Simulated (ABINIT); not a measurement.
# Beyond one shot: CdS (Greenockite)

Wanted: G0W0 and self-consistent gaps of CdS (Greenockite), with the cost of the cycles.

Calculated with ABINIT 10.8.3; PBE and many-body steps on it, plane waves.

**What was measured.**

- Gap 2.44 eV: direct optical gap from Tauc plot of (alpha h nu)^2; UV-Vis diffuse reflectance, Tauc plot; powder (hydrothermally grown snowflake-like CdS powder, without cocatalyst) (“Electric double layer-mediated polarization field for optimizing photogenerated carrier dynamics and thermodynamics”, 2023, pmc:10275871).

- Gap 2.5809 ± 0.0002 eV: A gap, Gamma7c-Gamma9v, natural isotopic composition; exciton reflectance; bulk crystal (natural CdS) (quoted in “Isotope dependence of band-gap energy”, 2008, arxiv:0807.2152).

- Gap 2.5963 ± 0.0002 eV: B gap, Gamma7c-Gamma7v, natural isotopic composition; exciton reflectance; bulk crystal (natural CdS) (quoted in “Isotope dependence of band-gap energy”, 2008, arxiv:0807.2152).

Most raw output is cut from this account.

## Step 1: Set-up

Symmetry: P6_3mc, No. 186, hexagonal system. The conventional cell has a = 4.137 Å, b = 4.137 Å, c = 6.714 Å, α = 90.00°, β = 90.00°, γ = 120.00°. Nearest to Cd lie 4 S at 2.52 to 2.53 Å. Nearest to S lie 4 Cd at 2.52 to 2.53 Å. Farther neighbours and most contacts between anions are not listed.

The cell and positions come from the Crystallography Open Database and are kept as given unless a step says otherwise.

## Step 2: Empty states on the mesh, 3×3×2 mesh, 161 bands

This step: ABINIT 10.8.3; DFT, PBE, plane waves, norm-conserving pseudopotentials.

The sums over transitions need many empty states on a uniform mesh; this step solves for them.

Contents of run.abi:

```
acell 3*1.0 Angstrom
rprim 
  4.137000000025 -0.000000000006 0.000000000000
  -2.068500000008 3.582747095481 0.000000000000
  0.000000000000 0.000000000000 6.714400000000
ntypat 2
znucl 48 16
natom 4
typat 1 1 2 2
xred 
  0.666666666667 0.333333333333 0.000000000000
  0.333333333333 0.666666666667 0.500000000000
  0.666666666667 0.333333333333 0.375000000000
  0.333333333333 0.666666666667 0.875000000000
pp_dirpath "pseudos"
pseudos "Cd.upf, S.upf"
ecut 47
ngkpt 3 3 2
nshiftk 1
shiftk 0 0 0
kptopt 1
chksymbreak 0
iscf -2
irdden 1
istwfk *1
nband 161
nbdbuf 14
tolwfr 1e-09
nstep 60
prtvol 0
indata_prefix "in"
outdata_prefix "out"
tmpdata_prefix "tmp"
```

Run with:

```bash
> OMP_NUM_THREADS=1 mpirun -n 6 abinit run.abi > log
```

It took 87 s on 6 MPI ranks of Arm Neoverse V1, shared host; peak memory 0.73 GiB; 8.7 min of CPU time.

Numbers from this step:

| Property | Result |
| --- | --- |
| gap | 1.198 eV |
| k of the valence top | 0, 0, 0 |
| k of the conduction bottom | 0, 0, 0 |
| least direct gap | 1.198 eV |
| k points computed | 6 |
| lowest point of the top converged band, above the valence top | 58.7181 eV |

On this mesh the gap is 1.198 eV.

The density comes from a self-consistent run that is not shown.

## Step 3: Screening, 3×3×2 mesh, 147 bands, screening to 130.6 eV

The RPA dielectric matrix is built and inverted for each q.

This step: RPA screening on PBE, plane waves, norm-conserving pseudopotentials.

run.abi: that of step 2 with these lines changed.

```diff
@@ -22,10 +22,11 @@
 chksymbreak 0
-iscf -2
-irdden 1
 istwfk *1
-nband 161
-nbdbuf 14
-tolwfr 1e-09
-nstep 60
-prtvol 0
+occopt 1
+irdwfk 1
+optdriver 3
+nband 147
+ecuteps 4.8
+inclvkb 2
+awtr 1
+symchi 1
 indata_prefix "in"
```

Run with:

```bash
> OMP_NUM_THREADS=1 mpirun -n 8 abinit run.abi > log
```

Wall time 39 s (8 MPI ranks); peak memory 2.4 GiB.

This step gave:

```yaml
eps_infinity_with_local_fields_on_this_mesh_along_the_program_s_q_direction: 13.57
the_same_without_local_fields: 14.37
plasma_frequency: 26.84 eV
plane_waves_in_the_screening_matrix: 325
```

Local fields lower ε∞ by 6 %. On a Γ-centred mesh this coarse the value itself is usually too large, while a short band sum pulls it down.

## Step 4: G0W0

The self-energy is evaluated for the states that the input lists, and the levels follow from it, in one-shot runs by the linearised quasiparticle equation.

This step: G0W0 on PBE, plane waves, norm-conserving pseudopotentials.

run.abi: that of step 3 with these lines changed.

```diff
@@ -25,8 +25,15 @@
 irdwfk 1
-optdriver 3
+optdriver 4
 nband 147
+gwcalctyp 0
+ecutsigx 47
+symsigma 1
+nkptgw 1
+kptgw 
+  0.0000000000 0.0000000000 0.0000000000
+bdgw 
+  25 28
 ecuteps 4.8
-inclvkb 2
-awtr 1
-symchi 1
+irdscr 1
+ppmodel 1
 indata_prefix "in"
```

The job ended after 6.1 s (8 MPI ranks; peak memory 1.5 GiB; 48 s of CPU time).

Numbers from this step:

```yaml
g0w0_gap_on_the_points_computed: 2.030 eV
starting_gap_on_the_mesh: 1.198 eV
k_of_the_valence_top: 0, 0, 0
k_of_the_conduction_bottom: 0, 0, 0
z_at_the_valence_top: 0.78
z_at_the_conduction_bottom: 0.813
least_direct_g0w0_gap_on_the_computed_points: 2.030 eV
```

The gap on the mesh goes from 1.20 eV to 2.03 eV, a correction of +0.83 eV.

## Step 5: evGW0, cycle 1

This step: evGW0 on PBE, plane waves, norm-conserving pseudopotentials.

run.abi: that of step 4 with these lines changed.

```diff
@@ -27,10 +27,20 @@
 nband 147
-gwcalctyp 0
+gwcalctyp 10
 ecutsigx 47
 symsigma 1
-nkptgw 1
+nkptgw 6
 kptgw 
   0.0000000000 0.0000000000 0.0000000000
+  0.3333333333 0.0000000000 0.0000000000
+  0.3333333333 0.3333333333 0.0000000000
+  0.0000000000 0.0000000000 0.5000000000
+  0.3333333333 0.0000000000 0.5000000000
+  0.3333333333 0.3333333333 0.5000000000
 bdgw 
-  25 28
+  11 34
+  11 34
+  11 34
+  11 34
+  11 34
+  11 34
 ecuteps 4.8
```

The job ended after 2.4 min (8 MPI ranks; peak memory 5.1 GiB; 19 min of CPU time).

This step gave:

```yaml
quasiparticle_gap_on_the_mesh: 2.244 eV
gap_of_the_density_functional_on_the_mesh: 1.198 eV
k_of_the_valence_top: 0, 0, 0
k_of_the_conduction_bottom: 0, 0, 0
z_at_the_valence_top: 0.78
z_at_the_conduction_bottom: 0.813
least_direct_quasiparticle_gap_on_the_computed_points: 2.244 eV
```

Against G0W0 in ABINIT (3×3×2 mesh, 147 bands, screening to 130.6 eV, Godby-Needs plasmon pole), the gap moves by +0.214 eV. This first cycle still uses the starting levels; it takes the full correction, at all points of the mesh, and its linearised value is 2.030 eV.

## Step 6: evGW0, cycle 2

The corrected levels of the last cycle go back in.

run.abi: that of step 5 with these lines changed.

```diff
@@ -48,2 +48,3 @@
 ppmodel 1
+irdqps 1
 indata_prefix "in"
```

Wall time 2.4 min (8 MPI ranks); peak memory 5.1 GiB.

Numbers from this step:

```yaml
quasiparticle_gap_on_the_mesh: 2.164 eV
gap_of_the_density_functional_on_the_mesh: 1.198 eV
k_of_the_valence_top: 0, 0, 0
k_of_the_conduction_bottom: 0, 0, 0
least_direct_quasiparticle_gap_on_the_computed_points: 2.164 eV
```

Against the cycle before, the gap moves by −0.080 eV.

## Step 7: evGW0, cycle 3

run.abi is that of step 6.

Wall time 2.4 min (8 MPI ranks); peak memory 5.1 GiB; 19 min of CPU time.

Numbers from this step:

```yaml
quasiparticle_gap_on_the_mesh: 2.169 eV
gap_of_the_density_functional_on_the_mesh: 1.198 eV
k_of_the_valence_top: 0, 0, 0
k_of_the_conduction_bottom: 0, 0, 0
least_direct_quasiparticle_gap_on_the_computed_points: 2.169 eV
```

Against the cycle before, the gap moves by +0.005 eV.

## Step 8: Screening, 3×3×2 mesh, 147 bands, screening to 130.6 eV

This step: RPA screening on PBE, plane waves, norm-conserving pseudopotentials.

Contents of run.abi:

```
acell 3*1.0 Angstrom
rprim 
  4.137000000025 -0.000000000006 0.000000000000
  -2.068500000008 3.582747095481 0.000000000000
  0.000000000000 0.000000000000 6.714400000000
ntypat 2
znucl 48 16
natom 4
typat 1 1 2 2
xred 
  0.666666666667 0.333333333333 0.000000000000
  0.333333333333 0.666666666667 0.500000000000
  0.666666666667 0.333333333333 0.375000000000
  0.333333333333 0.666666666667 0.875000000000
pp_dirpath "pseudos"
pseudos "Cd.upf, S.upf"
ecut 47
ngkpt 3 3 2
nshiftk 1
shiftk 0 0 0
kptopt 1
chksymbreak 0
istwfk *1
occopt 1
irdwfk 1
optdriver 3
nband 147
ecuteps 4.8
inclvkb 2
awtr 1
symchi 1
gwcalctyp 10
mbpt_sciss 1.101 eV
nqptdm 1
qptdm 
  0 0 0
indata_prefix "in"
outdata_prefix "out"
tmpdata_prefix "tmp"
```

It took 22 s on 8 MPI ranks; peak memory 2.4 GiB; 2.9 min of CPU time.

Numbers from this step:

| Item | Value |
| --- | --- |
| ε∞ with local fields, on this mesh, along the program's q direction | 9.162 |
| the same without local fields | 9.733 |
| plasma frequency | 26.84 eV |
| plane waves in the screening matrix | 325 |

This screening uses the functional's bands under a rigid shift, the mean opening of the cycle before.

## Step 9: Screening, 3×3×2 mesh, 147 bands, screening to 130.6 eV

This step: RPA screening on PBE from quasiparticle energies, plane waves, norm-conserving pseudopotentials.

run.abi: that of step 8 with these lines changed.

```diff
@@ -31,7 +31,11 @@
 symchi 1
+irdqps 1
 gwcalctyp 10
-mbpt_sciss 1.101 eV
-nqptdm 1
+nqptdm 5
 qptdm 
-  0 0 0
+  0.3333333333 0.0000000000 0.0000000000
+  0.3333333333 0.3333333333 0.0000000000
+  0.0000000000 0.0000000000 0.5000000000
+  0.3333333333 0.0000000000 0.5000000000
+  0.3333333333 0.3333333333 0.5000000000
 indata_prefix "in"
```

Contents of mrgscr.stdin:

```
2
merged
q0_SCR
out_SCR
1
```

Run with:

```bash
> OMP_NUM_THREADS=1 mpirun -n 8 abinit run.abi > log; mrgscr < mrgscr.stdin
```

Elapsed: 21 s, on 8 MPI ranks; peak memory 2.1 GiB.

This step gave:

```yaml
plasma_frequency: 26.84 eV
plane_waves_in_the_screening_matrix: 325
```

This screening reads the quasiparticle levels of the cycle before.

## Step 10: evGW, cycle 1

This step: evGW on PBE, plane waves, norm-conserving pseudopotentials.

run.abi: that of step 9 with these lines changed.

```diff
@@ -25,12 +25,10 @@
 irdwfk 1
-optdriver 3
+optdriver 4
 nband 147
-ecuteps 4.8
-inclvkb 2
-awtr 1
-symchi 1
-irdqps 1
 gwcalctyp 10
-nqptdm 5
-qptdm 
+ecutsigx 47
+symsigma 1
+nkptgw 6
+kptgw 
+  0.0000000000 0.0000000000 0.0000000000
   0.3333333333 0.0000000000 0.0000000000
@@ -40,2 +38,13 @@
   0.3333333333 0.3333333333 0.5000000000
+bdgw 
+  11 34
+  11 34
+  11 34
+  11 34
+  11 34
+  11 34
+ecuteps 4.8
+irdscr 1
+ppmodel 1
+irdqps 1
 indata_prefix "in"
```

Run with:

```bash
> OMP_NUM_THREADS=1 mpirun -n 8 abinit run.abi > log
```

Wall time 2.4 min (8 MPI ranks); peak memory 5.1 GiB.

This step gave:

| Item | Value |
| --- | --- |
| quasiparticle gap on the mesh | 2.393 eV |
| gap of the density functional on the mesh | 1.198 eV |
| k of the valence top | 0, 0, 0 |
| k of the conduction bottom | 0, 0, 0 |
| least direct quasiparticle gap on the computed points | 2.393 eV |

Against G0W0 in ABINIT (3×3×2 mesh, 147 bands, screening to 130.6 eV, Godby-Needs plasmon pole), the gap moves by +0.363 eV.

## Step 11: Screening, 3×3×2 mesh, 147 bands, screening to 130.6 eV

This step: RPA screening on PBE, plane waves, norm-conserving pseudopotentials.

Contents of run.abi:

```
acell 3*1.0 Angstrom
rprim 
  4.137000000025 -0.000000000006 0.000000000000
  -2.068500000008 3.582747095481 0.000000000000
  0.000000000000 0.000000000000 6.714400000000
ntypat 2
znucl 48 16
natom 4
typat 1 1 2 2
xred 
  0.666666666667 0.333333333333 0.000000000000
  0.333333333333 0.666666666667 0.500000000000
  0.666666666667 0.333333333333 0.375000000000
  0.333333333333 0.666666666667 0.875000000000
pp_dirpath "pseudos"
pseudos "Cd.upf, S.upf"
ecut 47
ngkpt 3 3 2
nshiftk 1
shiftk 0 0 0
kptopt 1
chksymbreak 0
istwfk *1
occopt 1
irdwfk 1
optdriver 3
nband 147
ecuteps 4.8
inclvkb 2
awtr 1
symchi 1
gwcalctyp 10
mbpt_sciss 1.346 eV
nqptdm 1
qptdm 
  0 0 0
indata_prefix "in"
outdata_prefix "out"
tmpdata_prefix "tmp"
```

It took 22 s on 8 MPI ranks; peak memory 2.4 GiB.

Numbers from this step:

```yaml
eps_infinity_with_local_fields_on_this_mesh_along_the_program_s_q_direction: 8.638
the_same_without_local_fields: 9.180
plasma_frequency: 26.84 eV
plane_waves_in_the_screening_matrix: 325
```

This screening uses the functional's bands under a rigid shift, the mean opening of the cycle before.

## Step 12: Screening, 3×3×2 mesh, 147 bands, screening to 130.6 eV

This step: RPA screening on PBE from quasiparticle energies, plane waves, norm-conserving pseudopotentials.

run.abi: that of step 11 with these lines changed.

```diff
@@ -31,7 +31,11 @@
 symchi 1
+irdqps 1
 gwcalctyp 10
-mbpt_sciss 1.346 eV
-nqptdm 1
+nqptdm 5
 qptdm 
-  0 0 0
+  0.3333333333 0.0000000000 0.0000000000
+  0.3333333333 0.3333333333 0.0000000000
+  0.0000000000 0.0000000000 0.5000000000
+  0.3333333333 0.0000000000 0.5000000000
+  0.3333333333 0.3333333333 0.5000000000
 indata_prefix "in"
```

mrgscr.stdin is that of step 9.

Run with:

```bash
> OMP_NUM_THREADS=1 mpirun -n 8 abinit run.abi > log; mrgscr < mrgscr.stdin
```

It took 21 s on 8 MPI ranks; peak memory 2.1 GiB; 2.8 min of CPU time.

Numbers from this step:

| Quantity | Value |
| --- | --- |
| plasma frequency | 26.84 eV |
| plane waves in the screening matrix | 325 |

This screening reads the quasiparticle levels of the cycle before.

## Step 13: evGW, cycle 2

This step: evGW on PBE, plane waves, norm-conserving pseudopotentials.

run.abi: that of step 12 with these lines changed.

```diff
@@ -25,12 +25,10 @@
 irdwfk 1
-optdriver 3
+optdriver 4
 nband 147
-ecuteps 4.8
-inclvkb 2
-awtr 1
-symchi 1
-irdqps 1
 gwcalctyp 10
-nqptdm 5
-qptdm 
+ecutsigx 47
+symsigma 1
+nkptgw 6
+kptgw 
+  0.0000000000 0.0000000000 0.0000000000
   0.3333333333 0.0000000000 0.0000000000
@@ -40,2 +38,13 @@
   0.3333333333 0.3333333333 0.5000000000
+bdgw 
+  11 34
+  11 34
+  11 34
+  11 34
+  11 34
+  11 34
+ecuteps 4.8
+irdscr 1
+ppmodel 1
+irdqps 1
 indata_prefix "in"
```

Run with:

```bash
> OMP_NUM_THREADS=1 mpirun -n 8 abinit run.abi > log
```

Wall time 2.4 min (8 MPI ranks); peak memory 5.1 GiB; 19 min of CPU time.

This step gave:

- quasiparticle gap on the mesh: 2.418 eV
- gap of the density functional on the mesh: 1.198 eV
- k of the valence top: 0, 0, 0
- k of the conduction bottom: 0, 0, 0
- least direct quasiparticle gap on the computed points: 2.418 eV

Against the cycle before, the gap moves by +0.025 eV.

## Step 14: Screening, 3×3×2 mesh, 147 bands, screening to 130.6 eV

This step: RPA screening on PBE, plane waves, norm-conserving pseudopotentials.

Contents of run.abi:

```
acell 3*1.0 Angstrom
rprim 
  4.137000000025 -0.000000000006 0.000000000000
  -2.068500000008 3.582747095481 0.000000000000
  0.000000000000 0.000000000000 6.714400000000
ntypat 2
znucl 48 16
natom 4
typat 1 1 2 2
xred 
  0.666666666667 0.333333333333 0.000000000000
  0.333333333333 0.666666666667 0.500000000000
  0.666666666667 0.333333333333 0.375000000000
  0.333333333333 0.666666666667 0.875000000000
pp_dirpath "pseudos"
pseudos "Cd.upf, S.upf"
ecut 47
ngkpt 3 3 2
nshiftk 1
shiftk 0 0 0
kptopt 1
chksymbreak 0
istwfk *1
occopt 1
irdwfk 1
optdriver 3
nband 147
ecuteps 4.8
inclvkb 2
awtr 1
symchi 1
gwcalctyp 10
mbpt_sciss 1.374 eV
nqptdm 1
qptdm 
  0 0 0
indata_prefix "in"
outdata_prefix "out"
tmpdata_prefix "tmp"
```

The job ended after 22 s (8 MPI ranks; peak memory 2.4 GiB).

This step gave:

| Item | Value |
| --- | --- |
| ε∞ with local fields, on this mesh, along the program's q direction | 8.583 |
| the same without local fields | 9.123 |
| plasma frequency | 26.84 eV |
| plane waves in the screening matrix | 325 |

This screening uses the functional's bands under a rigid shift, the mean opening of the cycle before.

## Step 15: Screening, 3×3×2 mesh, 147 bands, screening to 130.6 eV

This step: RPA screening on PBE from quasiparticle energies, plane waves, norm-conserving pseudopotentials.

run.abi: that of step 14 with these lines changed.

```diff
@@ -31,7 +31,11 @@
 symchi 1
+irdqps 1
 gwcalctyp 10
-mbpt_sciss 1.374 eV
-nqptdm 1
+nqptdm 5
 qptdm 
-  0 0 0
+  0.3333333333 0.0000000000 0.0000000000
+  0.3333333333 0.3333333333 0.0000000000
+  0.0000000000 0.0000000000 0.5000000000
+  0.3333333333 0.0000000000 0.5000000000
+  0.3333333333 0.3333333333 0.5000000000
 indata_prefix "in"
```

mrgscr.stdin is that of step 12.

Run with:

```bash
> OMP_NUM_THREADS=1 mpirun -n 8 abinit run.abi > log; mrgscr < mrgscr.stdin
```

Run time: 21 s. Hardware: 8 MPI ranks; peak memory 2.1 GiB.

This step gave:

- plasma frequency: 26.84 eV
- plane waves in the screening matrix: 325

This screening reads the quasiparticle levels of the cycle before.

## Step 16: evGW, cycle 3

This step: evGW on PBE, plane waves, norm-conserving pseudopotentials.

run.abi: that of step 15 with these lines changed.

```diff
@@ -25,12 +25,10 @@
 irdwfk 1
-optdriver 3
+optdriver 4
 nband 147
-ecuteps 4.8
-inclvkb 2
-awtr 1
-symchi 1
-irdqps 1
 gwcalctyp 10
-nqptdm 5
-qptdm 
+ecutsigx 47
+symsigma 1
+nkptgw 6
+kptgw 
+  0.0000000000 0.0000000000 0.0000000000
   0.3333333333 0.0000000000 0.0000000000
@@ -40,2 +38,13 @@
   0.3333333333 0.3333333333 0.5000000000
+bdgw 
+  11 34
+  11 34
+  11 34
+  11 34
+  11 34
+  11 34
+ecuteps 4.8
+irdscr 1
+ppmodel 1
+irdqps 1
 indata_prefix "in"
```

Run with:

```bash
> OMP_NUM_THREADS=1 mpirun -n 8 abinit run.abi > log
```

It took 2.4 min on 8 MPI ranks; peak memory 5.1 GiB; 19 min of CPU time.

This step gave:

* quasiparticle gap on the mesh: 2.421 eV
* gap of the density functional on the mesh: 1.198 eV
* k of the valence top: 0, 0, 0
* k of the conduction bottom: 0, 0, 0
* least direct quasiparticle gap on the computed points: 2.421 eV

Against the cycle before, the gap moves by +0.003 eV.

## Step 17: The runs together

Times are wall times on 8 MPI ranks of Arm Neoverse V1, shared host, good to a factor of about two. A run's time includes the screening step that it read.

```
           run   mesh  bands  screening cutoff (eV)  DFT gap (eV)  gap on the mesh (eV)  direct (eV)  ε∞ used     time
          G0W0  3×3×2    147                  130.6         1.198                 2.030        2.030    13.57     45 s
evGW0, cycle 1  3×3×2    147                  130.6         1.198                 2.244        2.244    13.57    3 min
evGW0, cycle 2  3×3×2    147                  130.6         1.198                 2.164        2.164    13.57    3 min
evGW0, cycle 3  3×3×2    147                  130.6         1.198                 2.169        2.169    13.57    3 min
 evGW, cycle 1  3×3×2    147                  130.6         1.198                 2.393        2.393     9.16  3.1 min
 evGW, cycle 2  3×3×2    147                  130.6         1.198                 2.418        2.418     8.64  3.1 min
 evGW, cycle 3  3×3×2    147                  130.6         1.198                 2.421        2.421     8.58  3.1 min
```

## Step 18: Results

| Item | Value |
| --- | --- |
| G0W0 | 2.030 eV |
| evGW0, cycle 1 | 2.244 eV |
| evGW0, cycle 2 | 2.164 eV |
| evGW0, cycle 3 | 2.169 eV |
| evGW, cycle 1 | 2.393 eV |
| evGW, cycle 2 | 2.418 eV |
| evGW, cycle 3 | 2.421 eV |
| known limits | not at the basis limit; no spin-orbit coupling; coarse k mesh |

**Reading.** Only the bands that the input lists are updated; the others, empty or deep, keep the functional's energies or take a rigid shift. The evGW loop starts from the last levels of evGW0, so its cycles and time come on top of those. evGW0 ends at 2.17 eV, +0.14 eV from G0W0, after 3 cycles that took 7.1 min beside the first screening; the last moved the gap by 0.005 eV. evGW ends at 2.42 eV, +0.39 eV from G0W0, after 3 cycles that took 9.2 min beside the first screening; the last moved the gap by 0.003 eV. The first cycle of evGW0 takes the full correction, without the factor Z, so it overshoots the one-shot value. Against experiment, by evGW, cycle 3: the direct gap of 2.42 eV lies −0.02 eV from the measured 2.44 eV (direct, 2023); the direct gap of 2.42 eV lies −0.16 eV from the measured 2.5809 ± 0.0002 eV (exciton, quoted 2008); the direct gap of 2.42 eV lies −0.18 eV from the measured 2.5963 ± 0.0002 eV (exciton, quoted 2008). An exciton line or allowed optical edge lies below the quasiparticle gap by the binding energy; a forbidden edge can push the onset above it. These are gaps on the mesh, at modest bands and cutoff. The calculation has static nuclei and no excitons; a measured gap holds zero-point and thermal motion, which mostly lowers it. Bands and cutoff are finite, so the gap is not at the basis limit. The miss can reach some tenths of an eV and take either sign; the mesh is an error of its own. The 3×3×2 mesh is coarse for this cell, which bears on the long-range parts of exchange and screening. In the updated screening the q = 0 part is built from Kohn-Sham bands under a rigid shift, the other q from the quasiparticle levels. The many-body steps are scalar-relativistic: spin-orbit coupling is not in them.

[Paths, hosts, dates, memory and timing lines, banners, echoed tables and standing remarks are left out of the program output.]

[Logs are printed without paths, hosts, clocks, repeated set-up lines and the standing remarks that a program may print on its own settings, such as how far it seeks lower states.]

[Runs of the session that timed out or met a known fault of the program may be left out.]

[Hosts, paths, dates, database ids (printed as entryN), source tags and the programs' standing remarks are cut or masked in the printed files.]

[G0W0 gaps are taken among the corrected bands and points alone; a level outside them can change the order at an edge.]

[Where Ansatz stands beside ABINIT at settings called matched, ABINIT's density can come from a denser mesh and the files from another edition; pairs whose starting gaps differed by over 0.03 eV were left out, so agreement reads better than it is.]
